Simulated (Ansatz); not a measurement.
# Gap against volume in amorphous polyoxymethylene (as short chains C9O8H20), from a frame at 400 K, (111 atoms)

Density of this cell: 1.23 g/cm³. The cell holds 111 atoms: 27 C, 24 O and 60 H. Its edges and angles: a = 10.813 Å, b = 9.977 Å, c = 9.726 Å, α = 87.7°, β = 91.9°, γ = 97.0°. The starting structure: 3 polyoxymethylene chains of 7 units with methyl end groups placed at random, at 1.24 g/cm³; overlaps pushed apart, then 20 ps at 800 K with MMFF94 bonds, angles, torsions, charges and radii (Halgren, J. Comput. Chem. 17, 490 (1996)) in harmonic and 12-6 forms. Snapshot after 30 ps at 400 K and fixed volume.

Calculated with Ansatz 0.2.0: Kohn-Sham DFT, PBE+D4, PAW (set soft_2), plane waves; cutoff 420 eV, Γ point, fermi-dirac smearing of 0.025 eV. The relaxed cell was scaled evenly and the atoms were relaxed at each volume. The gap is that between the highest filled and the lowest empty Kohn-Sham level on the run's k-points.

| volume (Å³/atom) | gap (eV) |
| --- | --- |
| 8.4337 | 5.700 |
| 8.8086 | ? |
| 9.0897 | 5.548 |
| 9.3708 | 5.493 |
| 9.6519 | 5.428 |
| 9.9331 | 5.367 |

Task: Fit a straight line in ln V to the rows given and interpolate to the withheld row.

Worked fit:

A volume deformation potential makes the spacing linear in u = ln(V/V0), with V0 = 9.3708 Å³ the relaxed volume; v is the spacing.

```
u = ln(V/V0)  v (eV)
   -0.105361  5.7001
  -0.0304586  5.5484
           0  5.4932
   0.0295587  5.4284
   0.0582690  5.3675
```

With n = 5: mean u = -0.00959837, mean v = 5.50752, Σ(u − ū)² = 0.015837, Σ(u − ū)(v − v̄) = -0.032033. Slope b = -0.032033 / 0.015837 = -2.0227; intercept a = v̄ − b ū = 5.4881.

At the withheld volume u = -0.06187, and v = a + b u.

Prediction at 8.8086: 5.613 eV. The run gave 5.610 eV, so the fit is high by 0.0037 eV (0.065 % of the value).

The slope, -2.02 eV, says that the spacing narrows on expansion. Among the rows given, the largest miss of the fit is at 9.3708, by 0.0051 eV (1.5 % of the range of the table).

Limits: The table spans 16 % in volume, wide for a linear law. Semilocal functionals tend to put gaps under measured ones. Only the Γ point is sampled. Defect or tail levels can set the spacing of a disordered cell.

[Logs are printed without paths, hosts, clocks, repeated set-up lines and the standing remarks that a program may print on its own settings, such as how far it seeks lower states.]

[Hosts, paths, dates, database ids (printed as entryN), source tags and the programs' standing remarks are cut or masked in the printed files.]

[The MMFF94 radii named for the starting cell were scaled by 0.96; in molecules described by MMFF94, hydrogen bound to N, O or S took a small fixed 12-6 site in their place.]
